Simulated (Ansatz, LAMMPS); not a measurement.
**Forces and charges in glassy 60SiO2-40Na2O (mol %) (195 atoms)**

Aim: energy, forces, charges and density of states of glassy 60SiO2-40Na2O (mol %) (195 atoms) at a fixed geometry.

Calculated with Ansatz 0.2.0; Kohn-Sham DFT, r2SCAN, PAW (set soft_2), plane waves.

**1. Starting point**

The cell holds 195 atoms: 39 Si, 52 Na and 104 O. Cell: a = 13.811 Å, b = 13.811 Å, c = 13.811 Å, α = 90.0°, β = 90.0°, γ = 90.0°. 195 atoms (39 Si, 52 Na, 104 O) placed at random at 2.49 g/cm³, melted at 4000 K for 10 ps at fixed volume with the Morse and Coulomb pair potential with partial charges (Pedone, Malavasi, Menziani, Cormack and Segre, J. Phys. Chem. B 110, 11780 (2006)). Quenched from 4000 K to 300 K at 20 K/ps and fixed volume, held 5 ps.

Limits known from the start: The quench rate of 20 K/ps is many orders above laboratory rates, so the cell is likely richer in defects and strain than a real sample. The starting topology of bonds comes from the classical model, and needn't be the one that DFT or experiment would give. The Brillouin zone is sampled at Γ only, in a cell whose shortest periodic width is 14 Å.

**2. The classical run that made the cell**

A classical potential makes the cell, at a small fraction of what the same run would cost in DFT.

This step: classical MD, Morse and Coulomb pair potential with partial charges (Pedone, Malavasi, Menziani, Cormack and Segre, J. Phys. Chem. B 110, 11780 (2006)) (LAMMPS 22 Jul 2025 - Update 4).

Input file in.lmp:

```
# melt-quench of Si39Na52O104
units metal
atom_style charge
boundary p p p
region box block 0 13.8106 0 13.8106 0 13.8106
create_box 3 box
mass 1 28.0850   # Si
mass 2 22.9898   # Na
mass 3 15.9990   # O
create_atoms 1 random 39 160387 NULL overlap 1.5 maxtry 2000
create_atoms 2 random 52 160394 NULL overlap 1.5 maxtry 2000
create_atoms 3 random 104 160401 NULL overlap 1.5 maxtry 2000
pair_style hybrid/overlay pedone 5.5 coul/long 8.0
pair_coeff * * coul/long
pair_coeff 1 3 pedone 0.340554 2.006700 2.100000 1   # Si-O
pair_coeff 2 3 pedone 0.023363 1.763867 3.006315 5   # Na-O
pair_coeff 3 3 pedone 0.042395 1.379316 3.618701 22   # O-O
set type 1 charge 2.4
set type 2 charge 0.6
set type 3 charge -1.2
kspace_style pppm 1.0e-4
neigh_modify delay 0 every 1 check yes
thermo_style custom step time temp pe press density
thermo_modify norm yes
timestep 0.002
thermo 100
min_style cg
minimize 1e-4 1e-4 200 2000
reset_timestep 0
velocity all create 4000 160388 mom yes dist gaussian
fix lim all nve/limit 0.05
fix lan all langevin 4000 4000 0.2 160389 zero yes
thermo 500
run 1000 post no
# [... 7 lines left out ...]
fix md all nvt temp 4000 300 0.2
run 92500 post no
unfix md
thermo 1250
fix md all nvt temp 300 300 0.2
run 2500 post no
unfix md
write_dump all custom glass.dump id type xs ys zs modify sort id
```

On the command line:

```console
lmp -in in.lmp -log none -nocite
```

Numbers of over 12 decimals in the logs are rounded to 6 here.

Log:

```text
LAMMPS (22 Jul 2025 - Update 4)
Created orthogonal box = (0 0 0) to (13.8106 13.8106 13.8106)
Created 39 atoms
Created 52 atoms
Created 104 atoms
PPPM initialization ...
  G vector (1/distance) = 0.38118683
  grid = 15 15 15
  estimated relative force accuracy = 5.0165729e-05
   Step          Time           Temp          PotEng         Press         Density
         0   0              0             -0.62468955     553330.25      2.4930032
        94   0.188          0             -12.040759     -4219.4848      2.4930032
Loop time of 0.106391 s on 1 MPI rank(s) for 94 steps with 195 atoms
Minimization stats:
  Stopping criterion = energy tolerance
[... 17 lines left out ...]
[... 1 line left out ...]
Loop time of 3.89834 s on 1 MPI rank(s) for 5000 steps with 195 atoms
   Step          Time           Temp          PotEng         Press         Density
[... 12 lines left out ...]
Loop time of 68.9197 s on 1 MPI rank(s) for 92500 steps with 195 atoms
   Step          Time           Temp          PotEng         Press         Density
     98500   197            281.48035     -12.123928     -8225.4702      2.4930032
     98750   197.5          302.60754     -12.122022     -10367.953      2.4930032
    100000   200            287.1863      -12.120639     -11782.988      2.4930032
    101000   202            284.80025     -12.125236     -8229.673       2.4930032
Loop time of 1.7435 s on 1 MPI rank(s) for 2500 steps with 195 atoms
```

It took 76 s on 1 thread of Arm Neoverse V2, shared host; peak memory 0.082 GiB.

**3. Plane-wave single point**

The electrons are solved once, with the atoms held.

Input file input.yaml:

```yaml
crystal:
  lattice:
    - [13.8106, 0.0, 0.0]
    - [0.0, 13.8106, 0.0]
    - [0.0, 0.0, 13.8106]
  atoms:
    - { symbol: Si, position: [0.1656, 0.09855, 0.0141] }
    - { symbol: Si, position: [0.06252, 0.37137, 0.66816] }
    - { symbol: Si, position: [0.46434, 0.01405, 0.17191] }
    - { symbol: Si, position: [0.14351, 0.47614, 0.99568] }
    - { symbol: Si, position: [0.51136, 0.57719, 0.4252] }
    - { symbol: Si, position: [0.4654, 0.89278, 0.83721] }
    - { symbol: Si, position: [0.02612, 0.05609, 0.49558] }
    - { symbol: Si, position: [0.35837, 0.78669, 0.01091] }
    - { symbol: Si, position: [0.00415, 0.62265, 0.92896] }
    - { symbol: Si, position: [0.49958, 0.45813, 0.22478] }
    - { symbol: Si, position: [0.44481, 0.73278, 0.67717] }
    - { symbol: Si, position: [0.49689, 0.80089, 0.19012] }
    - { symbol: Si, position: [0.73004, 0.4086, 0.89411] }
    - { symbol: Si, position: [0.30775, 0.09659, 0.60121] }
    - { symbol: Si, position: [0.80771, 0.6835, 0.0218] }
    - { symbol: Si, position: [0.95771, 0.69546, 0.33135] }
    - { symbol: Si, position: [0.15648, 0.19308, 0.21278] }
    - { symbol: Si, position: [0.76537, 0.17879, 0.17297] }
    - { symbol: Si, position: [0.83164, 0.96905, 0.88165] }
    - { symbol: Si, position: [0.67576, 0.87482, 0.7601] }
    - { symbol: Si, position: [0.69355, 0.50821, 0.11292] }
    - { symbol: Si, position: [0.6588, 0.17335, 0.51619] }
    - { symbol: Si, position: [0.2431, 0.70606, 0.57265] }
    - { symbol: Si, position: [0.93965, 0.26279, 0.28077] }
    - { symbol: Si, position: [0.18213, 0.38506, 0.32976] }
    - { symbol: Si, position: [0.78991, 0.55256, 0.30255] }
    - { symbol: Si, position: [0.5355, 0.28108, 0.8719] }
    - { symbol: Si, position: [0.24917, 0.41445, 0.79384] }
    - { symbol: Si, position: [0.94202, 0.83291, 0.14057] }
    - { symbol: Si, position: [0.60798, 0.48754, 0.6186] }
    - { symbol: Si, position: [0.65221, 0.69794, 0.61392] }
    - { symbol: Si, position: [0.28466, 0.51723, 0.1825] }
    [... 157 atom lines left out ...]
    - { symbol: O, position: [0.49896, 0.27773, 0.75343] }
    - { symbol: O, position: [0.45258, 0.00538, 0.82087] }
    - { symbol: O, position: [0.55742, 0.51829, 0.51455] }
    - { symbol: O, position: [0.18737, 0.00662, 0.08718] }
    - { symbol: O, position: [0.63318, 0.34764, 0.87198] }
    - { symbol: O, position: [0.76302, 0.18144, 0.57642] }
kpoints:
  mp_grid: { grid: [1, 1, 1] }
hamiltonian:
  xc: r2scan
scf:
  occupations: { method: fixed }
output:
  forces: true
  stress: true
  populations: true
  dos:
    method: { smearing: { sigma: 0.1 } }
    de: 0.1
    projected: { site_lists: { Na: [Na], O: [O], Si: [Si] } }
  eigenvalues: true
  write_density: true
  write_potential: true
  volumetric_format: npy
```

On the command line:

```console
ansatz run input.yaml --threads 8 --pin off --max-ram 15872MiB --backend cpu --events-out ev --progress --plain --runs-dir out
```

Log:

```text
Engine: ansatz 0.2.0, aarch64-unknown-linux-gnu
Pseudopotentials: kind: paw
Pseudopotential: Si, paw, valence charge 4, recommended cutoff 500 eV (meta_gga), Si.paw.azcp
Pseudopotential: Na, paw, valence charge 9, recommended cutoff 500 eV (meta_gga), Na.paw.azcp
Pseudopotential: O, paw, valence charge 6, recommended cutoff 500 eV (meta_gga), O.paw.azcp
Functional definition: r2SCAN
  parameter k0 = 0.174
  parameter k1 = 0.065
  parameter a1 = 4.9479
  exchange = r2scan_x(k0 = k0, k1 = k1, a1 = a1)
  correlation = r2scan_c
Crystal: 195 atoms, lattice volume = 2634.133 Å³
Basis set: ecut = 500 eV, 67043 PW (Γ), exchange–correlation on 432×432×432 points (64 copies of the dense FFT grid, shifted against one another)
Bands: 819, of which v1, the nominal top of the filled ones, is band 624 counted from 1 (623 counted from 0)
Symmetry: 1 space group operations
Space group: P1 (ITA 1), of the structure as read, at distance tolerance 1.4e-4 Å
k-points: 1
Non-local potential: Si, projectors of the file, l = 0: 2, l = 1: 2, l = 2: 2
Non-local potential: Na, projectors of the file, l = 0: 3, l = 1: 2, l = 2: 1
Non-local potential: O, projectors of the file, l = 0: 2, l = 1: 2, l = 2: 1
PAW form: soft (Blöchl's): semilocal exchange-correlation on the pseudo side does not see the compensation charge
PAW frozen core: Si, regenerated for the run's functional (the file was generated under x = pbe(κ = 0.804, μ = 0.219515), c = pbe(β = 0.066725))
PAW frozen core: Na, regenerated for the run's functional (the file was generated under x = pbe(κ = 0.804, μ = 0.219515), c = pbe(β = 0.066725))
PAW frozen core: O, regenerated for the run's functional (the file was generated under x = pbe(κ = 0.804, μ = 0.219515), c = pbe(β = 0.066725))
PAW one-centre angular grid: Si, 302 points (default); XC on 160 Gauss nodes
PAW one-centre angular grid: Na, 302 points (default); XC on 339 of its mesh's 2595 points in the sphere
PAW one-centre angular grid: O, 302 points (default); XC on 160 Gauss nodes
Initial density: superposition of atomic densities (neutral atoms: chi_scale 0, normalization atom), corrected by the library's trained network
Initial wavefunctions: pseudopotential atomic-orbital guess
Functional: x = r2scan, c = r2scan; τ floored in thin density (d = 2e-4 eV/Å³)
SCF iter   1: F=—  HF=-161666.978826 eV  |F-HF|=—  |Δ(HF+E_count)|=         —  Δρ=8.67e-3  dr2=1.77e0  dr2_τ=1.22e1  ethr=1.77e-3  ⟨swp⟩=5.0  Hψ=2745  notcnv=0  defer=193
preconditioner: auto → Resta (q_TF=auto, 2.409 Å⁻¹)  ε∞=2.4  [insulator: Δε(μ)=3.163 eV  Ē_g=20.744 eV  n_scr=618 (ndim 8)  ℏωp=24.5 eV  f_vac=0.149  ε∞_Penn≈2.4]
SCF iter   2: F=—  HF=-161671.293572 eV  |F-HF|=—  |Δ(HF+E_count)|=    4.31e0  Δρ=4.52e-3  dr2=3.43e-1  dr2_τ=4.58e-2  ethr=1.42e-4  ⟨swp⟩=2.0  Hψ=1521  notcnv=0  defer=192
SCF iter   3: F=—  HF=-161671.261589 eV  |F-HF|=—  |Δ(HF+E_count)|=   3.20e-2  Δρ=1.29e-3  dr2=4.00e-2  dr2_τ=4.46e-3  ethr=2.75e-5  ⟨swp⟩=2.0  Hψ=947  notcnv=0  defer=193
SCF iter   4: F=—  HF=-161671.258944 eV  |F-HF|=—  |Δ(HF+E_count)|=   2.64e-3  Δρ=5.30e-4  dr2=5.62e-3  dr2_τ=9.56e-4  ethr=3.20e-6  ⟨swp⟩=2.0  Hψ=1005  notcnv=0  defer=193
SCF iter   5: F=—  HF=-161671.258299 eV  |F-HF|=—  |Δ(HF+E_count)|=   6.45e-4  Δρ=1.37e-4  dr2=5.10e-4  dr2_τ=5.24e-5  ethr=4.50e-7  ⟨swp⟩=2.0  Hψ=995  notcnv=0  defer=193
SCF iter   6: F=—  HF=-161671.258537 eV  |F-HF|=—  |Δ(HF+E_count)|=   2.38e-4  Δρ=6.47e-5  dr2=9.13e-5  dr2_τ=1.25e-5  ethr=4.08e-8  ⟨swp⟩=2.0  Hψ=1173  notcnv=0  defer=189
SCF iter   7: F=—  HF=-161671.262754 eV  |F-HF|=—  |Δ(HF+E_count)|=   4.22e-3  Δρ=1.75e-5  dr2=7.20e-6  dr2_τ=8.34e-7  ethr=7.32e-9  ⟨swp⟩=2.0  Hψ=1203  notcnv=0  defer=186
SCF iter   8: F=—  HF=-161671.262758 eV  |F-HF|=—  |Δ(HF+E_count)|=   4.32e-6  Δρ=9.80e-6  dr2=2.08e-6  dr2_τ=2.95e-7  ethr=5.77e-10  ⟨swp⟩=2.0  Hψ=1048  notcnv=0  defer=186
SCF iter   9: F=—  HF=-161671.262758 eV  |F-HF|=—  |Δ(HF+E_count)|=   6.98e-8  Δρ=2.10e-6  dr2=1.08e-7  dr2_τ=1.10e-8  ethr=1.67e-10  ⟨swp⟩=2.0  Hψ=1046  notcnv=0  defer=186
SCF iter  10: F=-161671.262758 eV  HF=-161671.262758 eV  |F-HF|=1.44e-8  |Δ(HF+E_count)|=   9.41e-8  Δρ=1.27e-6  dr2=3.53e-8  dr2_τ=4.58e-9  ethr=8.01e-12  ⟨swp⟩=18.0  Hψ=7234  notcnv=0
SCF 1 converged in 10 iterations: F = -161671.262758 eV  dr2 = 3.53e-8
  greatest PAW one-centre occupation: 1.000 electrons in one spin orbital (limit 2), on the Na atom at site 49 (counted from 0), in its partial waves of l = 0
SCF converged after 10 iterations
Free energy (F): -161671.262758 eV
Harris-Foulkes:  -161671.262758 eV  (|F-HF|=1.44e-8)
Internal energy: -161671.262758 eV  (E = F + TS)
E sigma→0 (E₀):  -161671.262758 eV
Fermi energy:    3.903748 eV
--- Per-component energies (eV) ---
  E_band       = -14585.089542
  E_kinetic    = 26767.153490
  E_local      = -116123.913878  (includes V_loc(G=0)·N_el)
  E_nonlocal   = 11888.847525
  E_hartree    = 42325.356380
  E_xc         = -11699.582445
  E_vxc        = -16071.962984  (∫ρ·V_xc dr)
  E_paw        = -50906.114602  (= ΣΔE_a)
  E_vpaw       = -6796.525031  (= ΣTr[D̂ρ^β])
  E_aug_tail   = 0.109608  (compensation charges beyond the density's cutoff)
  E_vtau       = 1100.503883  (kinetic-family band-sum trace: ∫τ·v_τ [+ j·A + Jᵃ·Aᵃ] dr)
  E_ewald      = -63915.450199
  E_core_change = -7.668640  (= ΣΔE_core)
  E_smearing   = -0.000000  (= −TS)
  E_closure    = 0.000000  (closes the sum)
  Σ components = -161671.262758   (vs F -161671.262758, Δ=0.00e0)
--- Forces (eV/Å), atoms counted from 1 ---
  atom   1  Si     2.34676276    -0.68144820     2.79070267
  atom   2  Si    -0.75796712    -3.11838846    -0.33982778
  atom   3  Si     0.83587314    -0.88424004     2.77497547
  atom   4  Si     1.20830817    -0.99317170     2.70327227
  atom   5  Si    -1.78123286     0.10416303    -0.73019632
  atom   6  Si     2.36094576     0.92601559    -0.65128043
  atom   7  Si     0.09508901    -0.98908471    -2.35313862
  atom   8  Si    -0.55777885    -0.20023578     2.19186921
  atom   9  Si    -3.27777179     1.23430750     0.35436326
  atom  10  Si    -1.03033313     3.87702383     0.54657667
  atom  11  Si    -1.13704868    -0.76875100     0.35488058
  atom  12  Si    -1.26528430     1.61689668    -0.46791865
  atom  13  Si    -1.48786560     2.62869940     2.01808330
  atom  14  Si     0.95487943     1.00085587    -1.63752783
[...]
atom 194  O     -0.38622887     0.28843738    -0.56974478
  atom 195  O      0.33696713     0.70155651     0.47748432
  max |Σ_I F_I| component: 2.29e-4 eV/Å
--- Stress (GPa, compression-positive) ---
        1.603159      -0.240330       1.108616
       -0.240330       3.754797      -0.433163
        1.108615      -0.433163       0.211622
  P = ⅓ Tr σ = 1.8565 GPa (18.565 kbar)
--- Band table (eV) ---
  k-point 0: bands = ["-50.6867", "-50.5559", "-50.5366", "-50.0922", [... 803 levels ...], "14.6640", "14.6989", "14.7238", "14.7580", "14.7729", "14.8064", "14.8141", "14.8231", "14.8605", "14.8780", "14.8969", "14.9147"]
--- Löwdin populations: 195 sites ---
  site symbol       q [e]
     0     Si      2.2953
     1     Si      2.3355
     2     Si      2.3167
[...]
194      O      7.0530
  spilling = 0.008955 (of n_electrons = 1248.000000)
```

It took 1.9 min on 8 threads of Arm Neoverse V2, shared host; peak memory 9.2 GiB; 15 min of CPU time.

The run gave:

| Property | Result |
| --- | --- |
| free energy | -161671.2628 eV |
| free energy per atom | -829.0834 eV/atom |
| SCF cycles | 10 |
| pressure | 1.857 GPa |
| r.m.s. force component | 1.229 eV/Å |
| longest force | 5.258 eV/Å |
| Fermi energy | 3.904 eV |
| gap (highest filled to lowest empty level) | 2.719 eV |
| spilling of the projection | 0.008955 |

Neighbours are counted within 3.09 Å (O-Na), 2.12 Å (O-Si).

Length of the force by element and coordination:

| element | coordination | atoms | mean length of the force (eV/Å) | spread | least | most |
| --- | --- | --- | --- | --- | --- | --- |
| Na | all | 52 | 0.805 | 0.362 | 0.209 | 1.73 |
| Na | 3 | 1 | 0.930 | 0 | 0.930 | 0.930 |
| Na | 4 | 14 | 0.596 | 0.289 | 0.227 | 1.40 |
| Na | 5 | 18 | 0.886 | 0.373 | 0.209 | 1.62 |
| Na | 6 | 15 | 0.872 | 0.368 | 0.301 | 1.73 |
| Na | 7 | 4 | 0.889 | 0.254 | 0.719 | 1.33 |
| O | all | 104 | 1.98 | 1.04 | 0.105 | 4.39 |
| O | 2 | 10 | 1.81 | 0.699 | 0.687 | 3.03 |
| O | 3 | 23 | 1.90 | 0.901 | 0.749 | 4.15 |
| O | 4 | 35 | 1.97 | 1.00 | 0.168 | 4.00 |
| O | 5 | 24 | 2.06 | 1.19 | 0.105 | 4.39 |
| O | 6 | 10 | 2.27 | 1.31 | 0.248 | 3.90 |
| O | 7 | 2 | 1.51 | 0.593 | 0.913 | 2.10 |
| Si | all | 39 | 2.72 | 0.940 | 0.780 | 5.26 |

Löwdin charges by element and coordination (they lack the spilled electrons, 0.057 e an atom on average):

| element | coordination | atoms | mean charge (e) | spread | least | most |
| --- | --- | --- | --- | --- | --- | --- |
| Na | all | 52 | 0.801 | 0.0137 | 0.771 | 0.836 |
| Na | 3 | 1 | 0.795 | 0 | 0.795 | 0.795 |
| Na | 4 | 14 | 0.802 | 0.0174 | 0.771 | 0.836 |
| Na | 5 | 18 | 0.801 | 0.0143 | 0.776 | 0.832 |
| Na | 6 | 15 | 0.799 | 0.0092 | 0.781 | 0.819 |
| Na | 7 | 4 | 0.808 | 0.0088 | 0.799 | 0.821 |
| O | all | 104 | -0.942 | 0.0878 | -1.09 | -0.820 |
| O | 2 | 10 | -0.845 | 0.007 | -0.860 | -0.836 |
| O | 3 | 23 | -0.867 | 0.0378 | -0.995 | -0.831 |
| O | 4 | 35 | -0.938 | 0.0771 | -1.04 | -0.820 |
| O | 5 | 24 | -1.01 | 0.0551 | -1.07 | -0.854 |
| O | 6 | 10 | -1.04 | 0.0538 | -1.09 | -0.885 |
| O | 7 | 2 | -1.06 | 0.003 | -1.06 | -1.05 |
| Si | all | 39 | 1.73 | 0.0509 | 1.62 | 1.83 |

Density of states as counts of states in windows of 1 eV (from the Fermi level), total and the larger projections:

| from (eV) | to (eV) | total | O p | Si p |
| --- | --- | --- | --- | --- |
| -10 | -9 | 17.7 | 12.3 | 1.5 |
| -9 | -8 | 24.4 | 17.9 | 3.1 |
| -8 | -7 | 35.8 | 27.3 | 6.1 |
| -7 | -6 | 16.1 | 12.4 | 2.8 |
| -6 | -5 | 56.9 | 46.2 | 5.4 |
| -5 | -4 | 97.9 | 83.6 | 6.5 |
| -4 | -3 | 105.3 | 94.7 | 4.0 |
| -3 | -2 | 113.8 | 105.6 | 2.8 |
| -2 | -1 | 96.9 | 92.1 | 1.7 |
| -1 | 0 | 43.6 | 41.7 | 0.7 |
| 0 | 1 | 2.1 | 2.0 | 0.0 |
| 1 | 2 | 0.0 | 0.0 | 0.0 |
| 2 | 3 | 2.0 | 0.1 | 0.0 |
| 3 | 4 | 7.0 | 0.7 | 0.1 |
| 4 | 5 | 15.2 | 1.5 | 0.7 |

With fixed occupations the program's Fermi level is the highest filled level; weight inside the gap is the broadening of levels at its edges.

Between -26 and -10 eV lie 534 more states.

The stored curve holds about 1144 of the 1248 electrons; the rest, give or take the few that broadening carries across the Fermi level, lie in deeper levels below its range.

The levels nearest the highest filled one (over half full), pooled over k-points and spins:

| level less the highest filled one (eV) | occupation |
| --- | --- |
| -0.461 | 2 |
| -0.338 | 2 |
| -0.321 | 2 |
| -0.121 | 2 |
| -0.0984 | 2 |
| 0 | 2 |
| 2.72 | 0 |
| 3.42 | 0 |
| 3.66 | 0 |
| 3.88 | 0 |
| 3.95 | 0 |
| 4.05 | 0 |

Valence density in the ac plane at fractional y = 0.186, with atoms of Si and Na and O within 0.2 Å of it. It is the smooth field of the valence electrons, not physical close to the nuclei.

Values in units of 1e0 e/Å³, 13 rows by 16 columns, each cell a mean:
```
0.2 0.1 0.1 0.2 0.2 0.0 0.0 0.0 0.3 0.8 0.2 2.9 5.8 0.1 0.8 3.3
0.1 0.0 0.0 0.1 0.1 0.1 0.0 0.1 1.2 4.2 0.5 1.1 2.1 0.1 1.5 6.3
0.0 0.1 1.7 0.2 0.1 1.2 0.5 0.1 0.2 0.3 0.1 0.0 0.0 0.1 0.1 0.0
0.0 0.2 2.8 0.3 0.0 0.1 0.3 0.2 0.1 0.0 0.0 0.0 0.0 2.7 8.0 0.1
0.0 0.0 0.0 0.1 0.1 0.5 2.7 0.7 0.5 1.1 0.2 0.3 0.6 0.4 1.0 0.0
0.1 0.1 0.2 2.2 2.2 0.2 0.3 0.2 1.3 3.8 0.5 1.6 4.2 0.4 0.1 0.1
0.6 2.6 0.7 1.4 1.2 0.1 0.0 0.0 0.1 0.3 0.3 0.4 0.3 0.1 0.1 0.1
0.3 1.2 0.3 0.1 0.0 0.0 0.0 0.0 0.0 0.2 0.7 0.3 0.1 0.0 0.0 0.0
0.1 0.1 0.1 0.2 0.1 0.3 0.2 0.0 0.5 2.8 0.2 0.1 0.1 0.4 0.1 0.1
3.6 1.3 0.3 0.7 0.3 2.2 1.9 0.0 1.3 6.9 0.2 0.1 0.6 3.4 0.7 0.4
1.6 0.7 0.4 0.4 0.1 0.0 0.0 0.0 0.0 0.0 0.1 0.3 0.3 0.6 0.1 0.2
0.1 0.2 3.4 2.5 0.1 0.0 0.0 0.1 0.1 0.0 0.1 0.2 0.8 3.2 0.6 0.1
0.1 0.1 0.8 0.6 0.1 0.0 0.0 0.0 0.0 0.0 0.0 0.0 0.4 2.0 0.4 0.1
```
Columns run along a (13.8 Å), rows up along c (13.8 Å). Atoms in or near the plane, at fractional coordinates: Si at (0.16, 0.21), Si at (0.77, 0.17), Si at (0.66, 0.52), Na at (0.75, 0.93), Na at (0.95, 0.91), Na at (0.88, 0.71), Na at (0.58, 0.29), O at (0.24, 0.54), O at (0.17, 0.10), O at (0.03, 0.24), O at (0.58, 0.89), O at (0.84, 0.08), O at (0.57, 0.59), O at (0.76, 0.58).

Electrostatic potential energy in the ac plane at fractional y = 0.186, with atoms of Si and Na and O within 0.2 Å of it. With pseudopotentials it is smooth inside the atoms' cores, unlike the true potential.

Ten even steps from '0' (-45 eV) to '9' (9 eV), each cell a mean:
```
899999999999999999999999999864589998878
799999999999999999999856899710058886103
789999999999999999998301599863578986102
899999999999877889999755899988899998777
999887788999754789999999999999999988889
999862148999877899999999999999988756889
999875468999999999999999999999987200589
999998899999998667888999999999998423789
999999999999996226778767999998899888899
999999999788999788887301688862259998899
999998873126999999999533422541259998888
998776564238999999999986100278899998888
983126668999999999999998533589999999999
997578889999999999999999988999999999999
999999999999999999999999999999999999999
999999999999998899999877899999999999999
999999999999864688997301689999987789889
423774458999841478998412689999852268888
312540005899987889999888999864355689998
988851126899999999999999999720016999999
999986347999999999999999999851136899999
889994004999999999999999999988741269998
889998557999999999999999999999952269988
899999889999999999999999999999999999988
```
Columns run along a (13.8 Å; values clipped at the 3rd and 97th percentile), rows up along c (13.8 Å). Atoms in or near the plane, at fractional coordinates: Si at (0.16, 0.21), Si at (0.77, 0.17), Si at (0.66, 0.52), Na at (0.75, 0.93), Na at (0.95, 0.91), Na at (0.88, 0.71), Na at (0.58, 0.29), O at (0.24, 0.54), O at (0.17, 0.10), O at (0.03, 0.24), O at (0.58, 0.89), O at (0.84, 0.08), O at (0.57, 0.59), O at (0.76, 0.58).

Mean Löwdin charges: Na +0.80, O -0.94, Si +1.73 e (they miss 0.90 % of the electrons, so they add up to more than the cell's charge).

(Part 1 of 2 ends here.)

[Logs are printed without paths, hosts, clocks, repeated set-up lines and the standing remarks that a program may print on its own settings, such as how far it seeks lower states.]

[Hosts, paths, dates, database ids (printed as entryN), source tags and the programs' standing remarks are cut or masked in the printed files.]
